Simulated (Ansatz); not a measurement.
## Cu(100) film, 6 layers, flat: channels in plane against thickness

Aim: the ballistic channels of flat films against thickness, first Cu(100) film, 6 layers, flat.

Main program and level: Ansatz 0.2.0; Ansatz plane-wave DFT, PBE, PAW files; ballistic transport by layer matching (Landauer), zero bias.

### Step 1. The starting structure

The cell holds 6 atoms: 6 Cu. Cell: a = 20.037 Å, b = 2.556 Å, c = 2.556 Å, α = 90.0°, β = 90.0°, γ = 90.0°. It derives from Cu. Vacuum lies along a. The structure's axis is c.

### Step 2. With 6 layers

Vacuum lies along the first vector, which takes one k-point, and the current runs in the film's plane. One period is a perfect wire, so its channels are the result. Energies from -0.27 to 0.27 eV in steps of 0.036 eV cover the slope of the Fermi function at 300 K, so the program can form a conductance.

Contents of input.yaml:

```yaml
crystal:
  lattice:
    - [20.0374, 0.0, 0.0]
    - [0.0, 2.5561627297, 0.0]
    - [0.0, 0.0, 2.5561627297]
  atoms:
    - { symbol: Cu, position: [0.2245800353, 0.0, 0.0] }
    - { symbol: Cu, position: [0.3147853514, 0.5, 0.5] }
    - { symbol: Cu, position: [0.4049906675, 0.0, 0.0] }
    - { symbol: Cu, position: [0.4951959835, 0.5, 0.5] }
    - { symbol: Cu, position: [0.5854012996, 0.0, 0.0] }
    - { symbol: Cu, position: [0.6756066156, 0.5, 0.5] }
kpoints:
  mp_grid: { grid: [1, 16, 16] }
hamiltonian:
  xc: pbe
scf:
  occupations: { method: fermi_dirac, width: 0.1 }
output:
  transmission:
    leads: [[0, 0]]
    kmesh: [1, 48]
    e_range: [-0.27, 0.27]
    de: 0.036
```

Started as:

```sh
> ansatz run input.yaml --threads 4 --pin off --max-ram 8192MiB --backend cpu --events-out ev --progress --plain --runs-dir out
```

Numbers of over 12 decimals in the logs are rounded to 6 here.

Output:

```text
Engine: ansatz 0.2.0, aarch64-unknown-linux-gnu
Pseudopotentials: kind: paw
Pseudopotential: Cu, paw, valence charge 19, recommended cutoff 420 eV (normal), Cu.paw.azcp
Functional definition: PBE
  parameter kappa = 0.804
  parameter beta = 0.066725
  exchange = pbe_x(kappa = kappa, mu = beta*pi^2/3)
  correlation = pbe_c(beta = beta)
Crystal: 6 atoms, lattice volume = 130.924 Å³
Basis set: ecut = 420 eV, 2559 PW (Γ)
Bands: 69, of which v1, the nominal top of the filled ones, is band 57 counted from 1 (56 counted from 0)
Symmetry: 16 space group operations
Space group: P4/nmm (ITA 129), of the structure as read, at distance tolerance 5.1e-5 Å
k-points: 45 of 256
Non-local potential: Cu, projectors of the file, l = 0: 3, l = 1: 2, l = 2: 3, l = 3: 1
PAW form: soft (Blöchl's): semilocal exchange-correlation on the pseudo side does not see the compensation charge
PAW one-centre angular grid: Cu, 590 points (default); XC on 64 Gauss nodes
Initial density: superposition of atomic densities (neutral atoms: chi_scale 0, normalization atom), corrected by the library's trained network
Initial wavefunctions: pseudopotential atomic-orbital guess
Functional: x = pbe(κ = 0.804, μ = 0.219515), c = pbe(β = 0.066725)
SCF iter   1: F=—  HF=-39749.858966 eV  |F-HF|=—  |Δ(HF+E_count)|=         —  Δρ=2.54e-3  dr2=2.79e-2  ethr=1.77e-3  ⟨swp⟩=6.6  Hψ=12310  notcnv=0  defer=65
preconditioner: auto → LDOS  [metal: Δε(μ)=0.077 eV  Ē_g=8.847 eV  σ=0.100 eV  W_gap=0.19  n_scr=44 (ndim 8)  ℏωp=26.4 eV  f_vac=0.420  D(μ)=1.93/eV (n_scr^D=10)  β→1.0]
SCF iter   2: F=—  HF=-39749.859039 eV  |F-HF|=—  |Δ(HF+E_count)|=   7.32e-5  Δρ=2.39e-3  dr2=6.29e-3  ethr=2.45e-5  ⟨swp⟩=2.9  Hψ=5863  notcnv=0  defer=133
SCF iter   3: F=—  HF=-39749.858985 eV  |F-HF|=—  |Δ(HF+E_count)|=   5.36e-5  Δρ=2.06e-3  dr2=3.43e-3  ethr=5.51e-6  ⟨swp⟩=2.1  Hψ=4730  notcnv=0  defer=133
SCF iter   4: F=—  HF=-39749.858366 eV  |F-HF|=—  |Δ(HF+E_count)|=   6.20e-4  Δρ=2.92e-4  dr2=1.60e-4  ethr=3.00e-6  ⟨swp⟩=2.0  Hψ=4202  notcnv=0  defer=133
SCF iter   5: F=—  HF=-39749.858353 eV  |F-HF|=—  |Δ(HF+E_count)|=   1.23e-5  Δρ=1.71e-4  dr2=2.71e-5  ethr=1.40e-7  ⟨swp⟩=2.0  Hψ=4362  notcnv=0  defer=133
SCF iter   6: F=—  HF=-39749.858347 eV  |F-HF|=—  |Δ(HF+E_count)|=   6.49e-6  Δρ=3.82e-5  dr2=1.27e-6  ethr=2.37e-8  ⟨swp⟩=2.0  Hψ=3995  notcnv=0  defer=133
SCF iter   7: F=—  HF=-39749.858350 eV  |F-HF|=—  |Δ(HF+E_count)|=   3.01e-6  Δρ=2.67e-5  dr2=7.36e-7  ethr=1.12e-9  ⟨swp⟩=2.2  Hψ=5425  notcnv=0  defer=133
SCF iter   8: F=—  HF=-39749.858350 eV  |F-HF|=—  |Δ(HF+E_count)|=   1.18e-7  Δρ=2.16e-5  dr2=4.21e-7  ethr=6.45e-10  ⟨swp⟩=2.0  Hψ=4300  notcnv=0  defer=133
SCF iter   9: F=-39749.858350 eV  HF=-39749.858350 eV  |F-HF|=1.20e-8  |Δ(HF+E_count)|=   6.13e-8  Δρ=2.90e-6  dr2=1.81e-8  ethr=8.77e-11  ⟨swp⟩=9.0  Hψ=11795  notcnv=0
SCF 1 converged in 9 iterations: F = -39749.858350 eV  dr2 = 1.81e-8
  greatest PAW one-centre occupation: 1.000 electrons in one spin orbital (limit 2), on the Cu atom at site 5 (counted from 0), in its partial waves of l = 0
transmission: 12 of 100 steps passed
transmission: 20 of 100 steps passed
[...]
transmission: 100 of 100 steps passed
SCF converged after 9 iterations
Free energy (F): -39749.858350 eV
Harris-Foulkes:  -39749.858350 eV  (|F-HF|=1.20e-8)
Internal energy: -39749.794256 eV  (E = F + TS)
E sigma→0 (E₀):  -39749.826303 eV
Entropy (-TS):   -0.064094 eV (-10.682 meV/atom)
Fermi energy:    7.050732 eV
--- Per-component energies (eV) ---
  E_band       = -3246.610293
  E_kinetic    = 1798.055313
  E_local      = -154011.620171  (includes V_loc(G=0)·N_el)
  E_nonlocal   = 2346.790653
  E_hartree    = 75016.960548
  E_xc         = -534.135708
  E_vxc        = -688.988944  (∫ρ·V_xc dr)
  E_paw        = -9984.666224  (= ΣΔE_a)
  E_vpaw       = -2724.800926  (= ΣTr[D̂ρ^β])
  E_aug_tail   = 0.001654  (compensation charges beyond the density's cutoff)
  E_ewald      = 45618.819679
  E_smearing   = -0.064094  (= −TS)
  E_closure    = -0.000000  (closes the sum)
  Σ components = -39749.858350   (vs F -39749.858350, Δ=0.00e0)
--- Band table (eV; the first three rows and the last of 45) ---
  k-point 0: bands = [... 53 lower, 5.4953, 5.5633, 5.6076, 5.6076, 5.6087, 5.6116, 7.1950, 8.2391, ... 8 higher]
  k-point 1: bands = [... 53 lower, 5.4661, 5.5225, 5.5590, 5.5925, 5.6310, 5.8411, 7.3784, 8.4503, ... 8 higher]
  k-point 2: bands = [... 53 lower, 5.3359, 5.5010, 5.5140, 5.5797, 5.6253, 6.2675, 7.8338, 8.9946, ... 8 higher]
  k-point 44: bands = [... 53 lower, 5.9920, 9.0591, 9.0591, 10.4023, 10.4023, 12.1508, 12.1508, 14.1442, ... 8 higher]
--- Transmission ---
  basis      : 455 plane waves across, 4 finite elements along
  points     : 25, standing for a mesh of 1 x 48
  filling    : by the input's occupations and mesh, since the crystals that have channels conduct as metals do. If one of these is a semiconductor, that mesh has misplaced its level
  energies   : 16 from -0.270000 to 0.270000 eV about the Fermi level, 0.036000 eV apart; the leads are filled to 0.000000 eV, and channels, transmission and decay are at 0.018000 eV
  crystal 0  : Cu6, at the sites [0, 0], period 2.5562 Å: whole cells are its period
    offset         : up to 0.0000 Å between an atom of the period and one for which it stands
    filled         : 9.0 meV over the level at which it is neutral
    channels       : 3.937500e0 a spin
    conductance    : 6.0063e14 S/m² at 300 K; may be off by some 0.0 % by where its bands' edges are placed, 4.7 % from the k-mesh, 0.2 % from the distance to neutral
```

The job ended after 16 min (4 threads of Arm Neoverse V1, shared host; peak memory 2.3 GiB).

This step gave:

```yaml
free_energy: -39749.8583 eV
energy_at_zero_smearing: -39749.8263 eV
fermi_energy: 7.051 eV
cell_area: 51.22 Å²
estimated_errors_of_the_lead_s_conductance: 0, 4.7, 0.2 % (band edges, k-mesh, distance from neutral)
lead_conductance_per_cell: 3.970 G₀
```

Per spin. Open channels, zone mean, lead against energy, zero at the Fermi level:

```
energy (eV)  open channels, zone mean, lead
     -0.270                            3.94
     -0.234                            3.85
     -0.198                            3.94
     -0.162                            3.94
     -0.126                            4.02
     -0.090                            3.94
     -0.054                            3.85
     -0.018                            4.02
      0.018                            3.94
      0.054                            4.02
      0.090                            4.06
      0.126                            3.98
      0.162                            4.12
      0.198                            4.21
      0.234                            4.25
      0.270                            4.21
```

The program's largest error estimate for it is 4.7 %, from the k-mesh.

### Step 3. With 7 layers, thickness 12.652 A

The film grows to 7 layers.

System of this step: Cu(100) film, 7 layers, flat. The cell holds 7 atoms: 7 Cu. Cell: a = 21.845 Å, b = 2.556 Å, c = 2.556 Å, α = 90.0°, β = 90.0°, γ = 90.0°. It derives from Cu. Vacuum lies along a. The structure's axis is c.

input.yaml, the sections that differ from step 2:

```yaml
crystal:
  lattice:
    - [21.84488, 0.0, 0.0]
    - [0.0, 2.5561627297, 0.0]
    - [0.0, 0.0, 2.5561627297]
  atoms:
    - { symbol: Cu, position: [0.2059979272, 0.0, 0.0] }
    - { symbol: Cu, position: [0.2887395124, 0.5, 0.5] }
    - { symbol: Cu, position: [0.3714810976, 0.0, 0.0] }
    - { symbol: Cu, position: [0.4542226828, 0.5, 0.5] }
    - { symbol: Cu, position: [0.5369642681, 0.0, 0.0] }
    - { symbol: Cu, position: [0.6197058533, 0.5, 0.5] }
    - { symbol: Cu, position: [0.7024474385, 0.0, 0.0] }
# kpoints, hamiltonian, scf, output: as in step 2
```

Output:

```text
[...]
Crystal: 7 atoms, lattice volume = 142.734 Å³
Basis set: ecut = 420 eV, 2813 PW (Γ)
Bands: 80, of which v1, the nominal top of the filled ones, is band 67 counted from 1 (66 counted from 0)
[... 1 set-up line as in the run before ...]
[...]
k-points: 45 of 256
[...]
k-point 44: bands = [... 63 lower, 9.7374, 9.7374, 10.8311, 10.8311, 12.2709, 12.2709, 13.9357, 13.9357, ... 9 higher]
--- Transmission ---
  basis      : 497 plane waves across, 4 finite elements along
  points     : 25, standing for a mesh of 1 x 48
[...]
crystal 0  : Cu7, at the sites [0, 0], period 2.5562 Å: whole cells are its period
[...]
filled         : 2.6 meV over the level at which it is neutral
    channels       : 4.583333e0 a spin
[...]
[key lines of the parts left out:]
SCF converged after 9 iterations
Free energy (F): -46375.035502 eV
Fermi energy:    7.860083 eV
```

Elapsed: 24 min, on 4 threads; peak memory 2.7 GiB; 1.6 h of CPU time.

This step gave:

| Item | Value |
| --- | --- |
| free energy | -46375.0355 eV |
| energy at zero smearing | -46374.9976 eV |
| Fermi energy | 7.860 eV |
| cell area | 55.84 Å² |
| estimated errors of the lead's conductance | 0, 2.8, 0.1 % (band edges, k-mesh, distance from neutral) |
| lead conductance per cell | 4.625 G₀ |

Per spin. The open channels, zone mean, lead by energy, zero at the Fermi level:

```
energy (eV)  open channels, zone mean, lead
     -0.270                            4.33
     -0.234                             4.5
     -0.198                            4.33
     -0.162                            4.42
     -0.126                            4.38
     -0.090                            4.54
     -0.054                            4.38
     -0.018                            4.71
      0.018                            4.58
      0.054                            4.75
      0.090                            4.67
      0.126                            4.88
      0.162                            4.96
      0.198                            4.92
      0.234                            5.04
      0.270                            5.12
```

The lead conductance per cell is 4.62 G₀, 16 % over the 3.97 G₀ of the last finished run.

### Step 4. With 8 layers, thickness 14.46 A

The film grows to 8 layers.

System of this step: Cu(100) film, 8 layers, flat. The cell holds 8 atoms: 8 Cu. Its edges and angles: a = 23.652 Å, b = 2.556 Å, c = 2.556 Å, α = 90.0°, β = 90.0°, γ = 90.0°. It derives from Cu. Vacuum lies along a. The structure's axis is c.

input.yaml, the sections that differ from step 3:

```yaml
crystal:
  lattice:
    - [23.65236, 0.0, 0.0]
    - [0.0, 2.5561627297, 0.0]
    - [0.0, 0.0, 2.5561627297]
  atoms:
    - { symbol: Cu, position: [0.1902558561, 0.0, 0.0] }
    - { symbol: Cu, position: [0.266674446, 0.5, 0.5] }
    - { symbol: Cu, position: [0.343093036, 0.0, 0.0] }
    - { symbol: Cu, position: [0.4195116259, 0.5, 0.5] }
    - { symbol: Cu, position: [0.4959302158, 0.0, 0.0] }
    - { symbol: Cu, position: [0.5723488058, 0.5, 0.5] }
    - { symbol: Cu, position: [0.6487673957, 0.0, 0.0] }
    - { symbol: Cu, position: [0.7251859857, 0.5, 0.5] }
# kpoints, hamiltonian, scf, output: as in step 3
```

Output:

```text
[...]
Crystal: 8 atoms, lattice volume = 154.544 Å³
Basis set: ecut = 420 eV, 3043 PW (Γ)
Bands: 92, of which v1, the nominal top of the filled ones, is band 76 counted from 1 (75 counted from 0)
[... 1 set-up line as in the run before ...]
[...]
k-points: 45 of 256
[...]
k-point 44: bands = [... 72 lower, 10.3290, 10.3290, 11.2372, 11.2372, 12.4483, 12.4483, 13.8619, 13.8619, ... 12 higher]
--- Transmission ---
  basis      : 539 plane waves across, 4 finite elements along
  points     : 25, standing for a mesh of 1 x 48
[...]
crystal 0  : Cu8, at the sites [0, 0], period 2.5562 Å: whole cells are its period
[...]
filled         : 2.3 meV under the level at which it is neutral
    channels       : 5.229167e0 a spin
[...]
[key lines of the parts left out:]
SCF converged after 8 iterations
Free energy (F): -53000.214886 eV
Fermi energy:    8.521315 eV
```

Run time: 30 min. Hardware: 4 threads; peak memory 3.4 GiB; 1.9 h of CPU time.

Numbers from this step:

| Quantity | Value |
| --- | --- |
| free energy | -53000.2149 eV |
| energy at zero smearing | -53000.1717 eV |
| Fermi energy | 8.521 eV |
| cell area | 60.46 Å² |
| estimated errors of the lead's conductance | 0, 3.9, 0.1 % (band edges, k-mesh, distance from neutral) |
| lead conductance per cell | 5.255 G₀ |

Per spin. The open channels, zone mean, lead by energy, zero at the Fermi level:

```
energy (eV)  open channels, zone mean, lead
     -0.270                            5.06
     -0.234                            5.19
     -0.198                            5.19
     -0.162                            5.10
     -0.126                            5.10
     -0.090                            5.15
     -0.054                            5.06
     -0.018                            5.23
      0.018                            5.23
      0.054                            5.40
      0.090                            5.35
      0.126                            5.40
      0.162                            5.48
      0.198                            5.56
      0.234                            5.40
      0.270                            5.65
```

The lead conductance per cell is 5.26 G₀, 14 % over the 4.62 G₀ of the last finished run.

### Step 5. All levels side by side

Times are for 4 threads of Arm Neoverse V1, shared host. Results by setting:

```
no.  layers  lead conductance per cell (G₀)    time  memory (GiB)
  1       6                           3.970  16 min           2.3
  2       7                           4.625  24 min           2.7
  3       8                           5.255  30 min           3.4
```

The runs together. Open channels, zone mean against energy, zero at the Fermi level:

```
energy (eV)     6     7     8
     -0.270  3.94  4.33  5.06
     -0.234  3.85   4.5  5.19
     -0.198  3.94  4.33  5.19
     -0.162  3.94  4.42  5.10
     -0.126  4.02  4.38  5.10
     -0.090  3.94  4.54  5.15
     -0.054  3.85  4.38  5.06
     -0.018  4.02  4.71  5.23
      0.018  3.94  4.58  5.23
      0.054  4.02  4.75  5.40
      0.090  4.06  4.67  5.35
      0.126  3.98  4.88  5.40
      0.162  4.12  4.96  5.48
      0.198  4.21  4.92  5.56
      0.234  4.25  5.04  5.40
      0.270  4.21  5.12  5.65
```

### Step 6. With 10 layers, thickness 18.075 A

The film grows to 10 layers.

System of this step: Cu(100) film, 10 layers, flat. The cell holds 10 atoms: 10 Cu. Cell: a = 27.267 Å, b = 2.556 Å, c = 2.556 Å, α = 90.0°, β = 90.0°, γ = 90.0°. It derives from Cu. Vacuum lies along a. The structure's axis is c.

input.yaml, the sections that differ from step 4:

```yaml
crystal:
  lattice:
    - [27.26732, 0.0, 0.0]
    - [0.0, 2.5561627297, 0.0]
    - [0.0, 0.0, 2.5561627297]
  atoms:
    - { symbol: Cu, position: [0.1650327205, 0.0, 0.0] }
    - { symbol: Cu, position: [0.2313201297, 0.5, 0.5] }
    - { symbol: Cu, position: [0.297607539, 0.0, 0.0] }
    - { symbol: Cu, position: [0.3638949482, 0.5, 0.5] }
    - { symbol: Cu, position: [0.4301823575, 0.0, 0.0] }
    - { symbol: Cu, position: [0.4964697667, 0.5, 0.5] }
    - { symbol: Cu, position: [0.562757176, 0.0, 0.0] }
    - { symbol: Cu, position: [0.6290445852, 0.5, 0.5] }
    - { symbol: Cu, position: [0.6953319945, 0.0, 0.0] }
    - { symbol: Cu, position: [0.7616194037, 0.5, 0.5] }
# kpoints, hamiltonian, scf, output: as in step 4
```

Output:

```text
[... 8 set-up lines as in the run before ...]
Crystal: 10 atoms, lattice volume = 178.164 Å³
Basis set: ecut = 420 eV, 3495 PW (Γ)
Bands: 114, of which v1, the nominal top of the filled ones, is band 95 counted from 1 (94 counted from 0)
[... 1 set-up line as in the run before ...]
Space group: P4/nmm (ITA 129), of the structure as read, at distance tolerance 5.6e-5 Å
k-points: 45 of 256
[... 6 set-up lines as in the run before ...]
SCF iter   1: F=—  HF=-66250.578426 eV  |F-HF|=—  |Δ(HF+E_count)|=         —  Δρ=2.67e-3  dr2=2.51e-1  ethr=1.77e-3  ⟨swp⟩=6.1  Hψ=19112  notcnv=0  defer=137
preconditioner: auto → LDOS  [metal: Δε(μ)=0.034 eV  Ē_g=9.183 eV  σ=0.100 eV  W_gap=0.08  n_scr=66 (ndim 8)  ℏωp=29.2 eV  f_vac=0.315  D(μ)=3.34/eV (n_scr^D=14)  β→1.0]
SCF iter   2: F=—  HF=-66250.572002 eV  |F-HF|=—  |Δ(HF+E_count)|=   6.42e-3  Δρ=2.16e-3  dr2=5.60e-3  ethr=1.32e-4  ⟨swp⟩=2.1  Hψ=6801  notcnv=0  defer=291
SCF iter   3: F=—  HF=-66250.573089 eV  |F-HF|=—  |Δ(HF+E_count)|=   1.09e-3  Δρ=2.64e-3  dr2=7.70e-3  ethr=2.95e-6  ⟨swp⟩=2.4  Hψ=8981  notcnv=0  defer=291
SCF iter   4: F=—  HF=-66250.571852 eV  |F-HF|=—  |Δ(HF+E_count)|=   1.24e-3  Δρ=8.71e-4  dr2=1.06e-3  ethr=2.95e-6  ⟨swp⟩=2.1  Hψ=7750  notcnv=0  defer=291
SCF iter   5: F=—  HF=-66250.571673 eV  |F-HF|=—  |Δ(HF+E_count)|=   1.79e-4  Δρ=2.08e-4  dr2=5.36e-5  ethr=5.58e-7  ⟨swp⟩=2.1  Hψ=7110  notcnv=0  defer=291
SCF iter   6: F=—  HF=-66250.571673 eV  |F-HF|=—  |Δ(HF+E_count)|=   2.73e-7  Δρ=4.64e-5  dr2=3.78e-6  ethr=2.82e-8  ⟨swp⟩=2.2  Hψ=8133  notcnv=0  defer=291
SCF iter   7: F=—  HF=-66250.571675 eV  |F-HF|=—  |Δ(HF+E_count)|=   2.29e-6  Δρ=3.52e-5  dr2=2.18e-6  ethr=1.99e-9  ⟨swp⟩=2.2  Hψ=7550  notcnv=0  defer=291
SCF iter   8: F=—  HF=-66250.571675 eV  |F-HF|=—  |Δ(HF+E_count)|=   2.67e-7  Δρ=1.19e-5  dr2=2.76e-7  ethr=1.15e-9  ⟨swp⟩=2.0  Hψ=7047  notcnv=0  defer=291
SCF iter   9: F=-66250.571675 eV  HF=-66250.571675 eV  |F-HF|=9.17e-9  |Δ(HF+E_count)|=   9.80e-8  Δρ=6.01e-6  dr2=5.22e-8  ethr=5.26e-11  ⟨swp⟩=10.1  Hψ=19808  notcnv=0
SCF 1 converged in 9 iterations: F = -66250.571675 eV  dr2 = 5.22e-8
[...]
```

Run time: 2.8 min. Hardware: 4 threads; peak memory 4.2 GiB.

The run was cut off at the time limit after its SCF cycle had converged; no result of it is taken.

### Step 7. Summary of results

```yaml
conductance_per_cell_6_layers: 3.97 G₀
conductance_per_cell_7_layers: 4.62 G₀
conductance_per_cell_8_layers: 5.26 G₀
```

The conductance per cell width goes from 3.97 G0 at 6 to 5.26 G0 at 8 layers. Over the film's own cross-section (layers × spacing × width) the conductance runs from 1.1 to 1.1×10¹⁵ S/m²; that nominal section leaves out the charge that spills into the vacuum, which flatters the thinnest films. The gains from one thickness to the next are 0.65 and 0.63 G0 per added layer; their spread isn't beyond the error estimates. The film repeats perfectly along the current, so nothing scatters; its faces are clean and not relaxed.

[Logs are printed without paths, hosts, clocks, repeated set-up lines and the standing remarks that a program may print on its own settings, such as how far it seeks lower states.]

[Hosts, paths, dates, database ids (printed as entryN), source tags and the programs' standing remarks are cut or masked in the printed files.]
